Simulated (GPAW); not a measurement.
## Near-edge structure at the S K edge of zinc-blende (ZnS)₁₋ₓ(CdS)ₓ at x = 0.125

What does the S K edge look like in zinc-blende (ZnS)₁₋ₓ(CdS)ₓ at x = 0.125?

Method: X-ray absorption from dipole matrix elements to empty bands, plane-wave PAW PBE, in GPAW 26.7.0.

## 1. The structure

The cell holds 16 atoms: 7 Zn, 8 S and 1 Cd. Cell: a = 7.723 Å, b = 7.723 Å, c = 7.723 Å, α = 60.0°, β = 60.0°, γ = 60.0°. 16-atom zinc-blende cell, 1 of 8 Zn sites taken by Cd at random, lattice constants typed for the ends and interpolated (Vegard).

## 2. Relaxation

The cell was built by hand, so its atoms are relaxed first: near-edge features follow bond lengths closely.

relax.py reads:

```python
import numpy as np
from ase import Atoms
from ase.parallel import parprint, paropen
from gpaw import GPAW, PW, FermiDirac, Mixer, MixerDif, setup_paths
from ase.optimize import BFGS

atoms = Atoms('ZnSZnSZnSZnSCdSZnSZnSZnS',
    cell=[[0, 5.46125, 5.46125],
     [5.46125, 0, 5.46125],
     [5.46125, 5.46125, 0]],
    scaled_positions=[[0.000584, 0.999067, 0.000644],
     [0.122788, 0.126809, 0.124457],
     [0.001416, 0.998907, 0.499511],
     [0.126619, 0.126936, 0.624331],
     [0.997667, 0.499202, 0.998806],
     [0.123317, 0.623835, 0.124541],
     [0.996384, 0.502072, 0.500149],
     [0.124199, 0.621976, 0.628559],
     [0.500374, 0.998534, 0.997346],
     [0.624991, 0.125795, 0.124741],
     [0.499333, 0.001858, 0.504007],
     [0.621592, 0.127224, 0.625293],
     [0.499489, 0.504959, 0.000399],
     [0.626869, 0.625158, 0.125307],
     [0.501667, 0.500985, 0.498667],
     [0.625986, 0.625028, 0.620518]],
    pbc=True)
atoms.calc = GPAW(legacy_gpaw=True, mode=PW(400, force_complex_dtype=True), xc='PBE', setups={},
    kpts={'size': (3, 3, 3), 'gamma': True}, occupations=FermiDirac(0.08),
    charge=0, mixer=Mixer(0.1, 5, 50), maxiter=150,
    convergence={'density': 0.0001, 'eigenstates': 1e-6}, txt='relax.txt')
steps = []
opt = BFGS(atoms, logfile='-')
opt.attach(lambda: steps.append([atoms.get_potential_energy(), float(np.linalg.norm(atoms.get_forces(), axis=1).max())]))
done = opt.run(fmax=0.05, steps=30)
out = dict(done=bool(done), steps=steps, frac=atoms.get_scaled_positions().tolist())
import json
with paropen('out.json', 'w') as f:
    json.dump(out, f)
```

Run with:

```sh
OMP_NUM_THREADS=1 mpirun -n 4 gpaw python relax.py
```

Numbers of over 12 decimals in the logs are rounded to 6 here.

The log of the run:

```text
Input parameters:
  convergence: {density: 0.0001,
                eigenstates: 1e-06}
  kpts: {gamma: True,
         size: (3, 3, 3)}
  maxiter: 150
  mixer: {backend: pulay,
          beta: 0.1,
          method: separate,
          nmaxold: 5,
          weight: 50}
  mode: {ecut: 400.0,
         force_complex_dtype: True,
         name: pw}
  occupations: {fixmagmom: False,
                name: fermi-dirac,
[...]
14 Zn    0.00727    0.00693    0.00370
 15 S    -0.01390    0.00857    0.00819
Step     Time          Energy          fmax
BFGS:    0 03:33:38      -53.713579        1.852783
BFGS:    1 03:34:11      -53.859433        1.384258
BFGS:    2 03:34:51      -54.090783        0.186017
BFGS:    3 03:35:21      -54.096696        0.137960
BFGS:    4 03:35:47      -54.098754        0.108503
BFGS:    5 03:36:17      -54.101345        0.050800
BFGS:    6 03:36:43      -54.101949        0.028461
[key lines of the parts left out:]
Converged after 7 iterations.
Dipole moment: (-20.829202, -23.609147, -23.897462) |e|*Ang
Free energy:    -54.101949
Fermi level: 4.75080
```

Run time: 4.4 min. Hardware: 4 MPI ranks of Intel Xeon at 2.70GHz, shared host; peak memory 0.37 GiB.

In 6 steps the energy fell by 388 meV (energies extrapolated to zero smearing) and the largest force to 0.029 eV/Å. Atom 12 (S; the text counts from 1, the script from 0) is among those that moved most, by 0.12 Å.

## 3. The field without a hole

The ground state comes first: it tells whether the system has a gap, which decides how the excited electron is treated.

scf.py reads:

```python
import numpy as np
from ase import Atoms
from ase.parallel import parprint, paropen
from gpaw import GPAW, PW, FermiDirac, Mixer, MixerDif, setup_paths
from gpaw.test import gen
setup_paths.insert(0, '.')
gen('S', name='nch1s', xcname='PBE', corehole=(1, 0, 0), write_xml=True)
from gpaw.mpi import world
world.barrier()

atoms = Atoms('ZnSZnSZnSZnSCdSZnSZnSZnS',
    cell=[[0, 5.46125, 5.46125],
     [5.46125, 0, 5.46125],
     [5.46125, 5.46125, 0]],
    scaled_positions=[[0.9997515, 0.9989788, 0.9995945],
     [0.1058081, 0.1304745, 0.1316573],
     [0.0013291, 0.998832, 0.5011879],
     [0.1247746, 0.1253128, 0.6252306],
     [0.0004309, 0.499818, 0.9989197],
     [0.1246275, 0.6249637, 0.1240309],
     [0.9988824, 0.5009395, 0.4992898],
     [0.1247968, 0.6249346, 0.6248594],
     [0.4994415, 0.0009541, 0.9995908],
     [0.6303457, 0.1325408, 0.1309395],
     [0.4991151, 0.0008675, 0.5004926],
     [0.6318608, 0.1320866, 0.6059895],
     [0.4988944, 0.5021698, 0.9989607],
     [0.6309011, 0.607204, 0.1310694],
     [0.4987383, 0.5015865, 0.5005564],
     [0.6236397, 0.6266386, 0.624837]],
    pbc=True)
atoms.calc = calc = GPAW(legacy_gpaw=True, mode=PW(400, force_complex_dtype=True), xc='PBE', setups={1: 'nch1s'},
    kpts={'size': (4, 4, 4), 'gamma': True}, occupations=FermiDirac(0.05),
    charge=0, mixer=Mixer(0.1, 5, 50), maxiter=150,
    convergence={'density': 0.0001, 'eigenstates': 1e-6}, txt='scf.txt')
energy = atoms.get_potential_energy() + calc.get_reference_energy()
ef = calc.get_fermi_level()
out = dict(energy=energy, fermi=ef, forces=atoms.get_forces().tolist())
parprint(f'all-electron energy {energy:.4f} eV, Fermi level {ef:.4f} eV')
ev = np.array([[calc.get_eigenvalues(k, s) for k in range(len(calc.get_ibz_k_points()))] for s in range(calc.get_number_of_spins())])
out['homo'], out['lumo'], out['counts'] = ev[ev < ef].max(), ev[ev > ef].min(), sorted(set((ev < ef).sum((0, 2)).tolist()))
out['filled'] = (ev[:, 0] < ef).sum(1).tolist()
import json
with paropen('out.json', 'w') as f:
    json.dump(out, f)
```

Run with:

```sh
OMP_NUM_THREADS=1 mpirun -n 4 gpaw python scf.py
```

The log of the run:

```text
Input parameters:
  convergence: {density: 0.0001,
                eigenstates: 1e-06}
  kpts: {gamma: True,
         size: (4, 4, 4)}
  maxiter: 150
  mixer: {backend: pulay,
          beta: 0.1,
          method: separate,
          nmaxold: 5,
          weight: 50}
  mode: {ecut: 400.0,
         force_complex_dtype: True,
         name: pw}
  occupations: {fixmagmom: False,
                name: fermi-dirac,
                width: 0.05}
  setups: {1: nch1s}
  xc: PBE

Initialize ...

[... PAW data sets ...]

Reference energy: -581063.364389  # eV

Spin-paired calculation

[... convergence settings ...]
Symmetries present (total): 1
  [... symmetry matrices ...]

64 k-points: 4 x 4 x 4 Monkhorst-Pack grid + [1/8,1/8,1/8]
36 k-points in the irreducible part of the Brillouin zone
       k-points in crystal coordinates                weights
   0:     0.00000000    0.00000000    0.00000000          1/64
   1:     0.00000000    0.00000000    0.25000000          2/64
   2:     0.00000000    0.00000000    0.50000000          1/64
   3:     0.00000000    0.25000000   -0.25000000          2/64
   4:     0.00000000    0.25000000    0.00000000          2/64
   5:     0.00000000    0.25000000    0.25000000          2/64
   6:     0.00000000    0.25000000    0.50000000          2/64
   7:     0.00000000    0.50000000    0.00000000          1/64
   8:     0.00000000    0.50000000    0.25000000          2/64
   9:     0.00000000    0.50000000    0.50000000          1/64
          ...
  35:     0.50000000    0.50000000    0.50000000          1/64

Wave functions: Plane wave expansion
  Cutoff energy: 400.000 eV
  Number of coefficients (min, max): 5913, 5961
  Pulay-stress correction: 0.000000 eV/Ang^3 (de/decut=0.000000)
  Using FFTW library
  Wavefunction extrapolation:
    Improved wavefunction reuse through dual PAW basis

Occupation numbers: Fermi-Dirac:
  width: 0.0500  # eV

Eigensolver
   Davidson(niter=2)

Densities:
  Coarse grid: 36*36*36 grid
  Fine grid: 72*72*72 grid
  Total Charge: 0.000000

Density mixing:
  Method: separate
  Backend: pulay
  Linear mixing parameter: 0.1
  old densities: 5
  Width of damping distribution: 1.1
  Damping of long wavelength oscillations: 50

[... Hamiltonian set-up ...]
Number of atoms: 16
Number of atomic orbitals: 104
Number of bands in calculation: 91
Number of valence electrons: 144
Bands to converge: occupied

... initialized

Initializing position-dependent things.

Density initialized from atomic densities
Creating initial wave functions:
  91 bands from LCAO basis set

                                    Zn

                     Zn

                        S
                            Zn
               S
                   Zn
                 S   Cd Zn
         S            S
             Zn           Zn
              S

               S
       S

Atomic positions and initial magnetic moments

Positions:
   0 Zn    10.914708   10.918928   10.915566    ( 0.0000,  0.0000,  0.0000)
   1 S      1.431567    1.296858    1.290398    ( 0.0000,  0.0000,  0.0000)
   2 Zn     8.191984    2.744371    5.462130    ( 0.0000,  0.0000,  0.0000)
   3 S      4.098905    4.095966    1.365790    ( 0.0000,  0.0000,  0.0000)
   4 Zn     8.184981    5.457703    2.731984    ( 0.0000,  0.0000,  0.0000)
   5 S      4.090447    1.357986    4.093705    ( 0.0000,  0.0000,  0.0000)
   6 Zn     5.462502    8.181893    8.190902    ( 0.0000,  0.0000,  0.0000)
[...]
13 S      4.031896    4.161311    6.761601    ( 0.0000,  0.0000,  0.0000)
  14 Zn     5.472953    5.457398    5.463024    ( 0.0000,  0.0000,  0.0000)
  15 S      6.834621    6.818243    6.828082    ( 0.0000,  0.0000,  0.0000)

Unit cell:
           periodic     x           y           z      points  spacing
  1. axis:    yes    0.000000    5.461250    5.461250    36     0.1752
  2. axis:    yes    5.461250    0.000000    5.461250    36     0.1752
  3. axis:    yes    5.461250    5.461250    0.000000    36     0.1752

  Lengths:   7.723374   7.723374   7.723374
  Angles:   60.000000  60.000000  60.000000

Effective grid spacing dv^(1/3) = 0.1911

iter:   1   -55.923022
iter:   2   -55.653907   -0.30  -1.16
iter:   3   -54.094328   -1.03  -1.23
iter:   4   -54.192151   -1.68  -1.58
iter:   5   -54.661522   -1.43  -1.63
iter:   6   -54.203808   -2.29  -2.01
iter:   7   -54.167607   -1.87  -2.45
iter:   8   -54.128156   -3.04  -2.76
iter:   9   -54.128381c  -4.02  -3.25
iter:  10   -54.128469c  -4.76  -3.30
iter:  11   -54.128564c  -4.78  -3.37
iter:  12   -54.128554c  -5.03  -3.69
iter:  13   -54.128541c  -5.74  -3.97
iter:  14   -54.128517c  -5.50  -4.02c
iter:  15   -54.128507c  -6.39c -4.29c

Converged after 15 iterations.

Dipole moment: (-20.840364, -23.618615, -23.906924) |e|*Ang

Energy contributions relative to reference atoms: (reference = -581063.364389)

Kinetic:       +100.691987
Potential:      -86.301706
External:        +0.000000
XC:             -68.841490
Entropy (-ST):   -0.000000
Local:           +0.322702
SIC:             +0.000000
--------------------------
Free energy:    -54.128507
Extrapolated:   -54.128507

Showing only first 2 kpts
 Kpt  Band  Eigenvalues  Occupancy
  0    70      3.74761    2.00000
  0    71      3.74810    2.00000
  0    72      5.63588    0.00000
  0    73      6.91084    0.00000

  1    70      3.61465    2.00000
  1    71      3.61606    2.00000
  1    72      6.45817    0.00000
  1    73      7.01776    0.00000

Fermi level: 4.72406

Gap: 1.888 eV
Transition (v -> c):
  (s=0, k=0, n=71, [0.00, 0.00, 0.00]) -> (s=0, k=0, n=72, [0.00, 0.00, 0.00])
No difference between direct/indirect transitions

Forces in eV/Ang:
  0 Zn   -0.01676   -0.00387    0.00822
  1 S    -0.01304    0.01023    0.02191
  2 Zn    0.00343    0.00855    0.00612
  3 S     0.00107   -0.00121    0.00332
  4 Zn    0.00972    0.00623    0.02213
  5 S     0.01032    0.00343   -0.00060
  6 Zn   -0.00591    0.00829   -0.00400
[...]
13 S     0.01188   -0.01437    0.01212
 14 Zn    0.01332    0.00668    0.00345
 15 S    -0.00913    0.00651    0.00455
Scalar-relativistic atomic PBE calculation for S (Sulfur, Z=16)
Core hole in 1s state (1s occupation: 2.0)
450 radial gridpoints.
|------------------------------------------------|
|------------------------------------------------|
[... the atom generator's iteration count ...]

Energy contributions:
-------------------------
Kinetic:     +400.475044
XC:           -25.464799
Potential:   -774.020431
-------------------------
Total:       -399.010186

state      eigenvalue         ekin         rmax
-----------------------------------------------
1s^2.0 :   -88.400017   122.217219        0.063
2s^2.0 :    -7.779192    18.562705        0.388
2p^6.0 :    -5.751522    17.633089        0.326
3s^2.0 :    -0.634076     2.729428        1.412
3p^4.0 :    -0.257545     1.914451        1.605
-----------------------------------------------
(units: Bohr and Hartree)

Generating PAW setup
Kinetic energy of the core from tauc = 388.453022
Cutoffs:
rc(s)=1.840
rc(p)=1.850
rc(d)=1.700
rc(vbar)=1.720
rc(comp)=1.430
rc(nct)=1.850

Kinetic energy of the core states: 387.358382
Charge: 0.0
Core electrons: 10.0
Valence electrons: 6.0
Pseudo-core charge: 0.058697
Shape function alpha=4.890
Pseudo-electron charge 6.443685
state    eigenvalue         norm
--------------------------------
3s(2) :    -0.634076     1.192540
*s    :     0.365924
3p(4) :    -0.257545     0.999977
*p    :     0.742455
*d    :     0.000000
--------------------------------

Diagonalizing with gridspacing h=0.050

state   all-electron     PAW
-------------------------------
3s:      -0.634076    -0.634693
3p:      -0.257545    -0.257957
*d:                    0.042231
*f:                    0.074234
-------------------------------
all-electron energy -581117.4929 eV, Fermi level 4.7241 eV
```

The job ended after 2.4 min (4 MPI ranks; peak memory 0.43 GiB; 9.6 min of CPU time).

The mesh shows a gap of 1.89 eV. The excited electron is kept all the same, so that all members of the series, with or without a gap, are treated alike.

## 4. Cell without a hole, the energy reference

The photon energy needs a difference of total energies, so the cell and mesh of the coming hole run are first run without a hole.

Edit scf.py of step 3 so:

```diff
@@ -32,3 +32,3 @@
 atoms.calc = calc = GPAW(legacy_gpaw=True, mode=PW(400, force_complex_dtype=True), xc='PBE', setups={1: 'nch1s'},
-    kpts={'size': (4, 4, 4), 'gamma': True}, occupations=FermiDirac(0.05),
+    kpts={'size': (3, 3, 3), 'gamma': True}, occupations=FermiDirac(0.02),
     charge=0, mixer=Mixer(0.1, 5, 50), maxiter=150,
```

The log of the run:

```text
Input parameters:
  convergence: {density: 0.0001,
                eigenstates: 1e-06}
  kpts: {gamma: True,
         size: (3, 3, 3)}
  maxiter: 150
  mixer: {backend: pulay,
          beta: 0.1,
          method: separate,
          nmaxold: 5,
          weight: 50}
  mode: {ecut: 400.0,
         force_complex_dtype: True,
         name: pw}
  occupations: {fixmagmom: False,
                name: fermi-dirac,
[...]
3s(2) :    -0.634076     1.192540
*s    :     0.365924
3p(4) :    -0.257545     0.999977
*p    :     0.742455
*d    :     0.000000
--------------------------------

Diagonalizing with gridspacing h=0.050

state   all-electron     PAW
-------------------------------
3s:      -0.634076    -0.634693
3p:      -0.257545    -0.257957
*d:                    0.042231
*f:                    0.074234
-------------------------------
all-electron energy -581117.4660 eV, Fermi level 4.2777 eV
[key lines of the parts left out:]
Converged after 15 iterations.
Dipole moment: (-20.831836, -23.610438, -23.898723) |e|*Ang
Free energy:    -54.101648
Fermi level: 4.27774
```

It took 80 s on 4 MPI ranks; peak memory 0.35 GiB.

Reference energy: -581117.466 eV with the cores included.

[end of part 1 of 3]

[Banner, clock and machine lines of the logs are left out without a mark of their own.]

[Logs are printed without paths, hosts, clocks, repeated set-up lines and the standing remarks that a program may print on its own settings, such as how far it seeks lower states.]

[Hosts, paths, dates, database ids (printed as entryN), source tags and the programs' standing remarks are cut or masked in the printed files.]

[Lists of maxima count a maximum above −3 eV only where it reaches 4 % of the highest in the window and stands out from its surroundings by 2 % of it (1.5 % where it reaches 55 %); shoulders and weaker maxima are passed over, and of the rest the first, up to two pre-edge ones and the few strongest are named.]
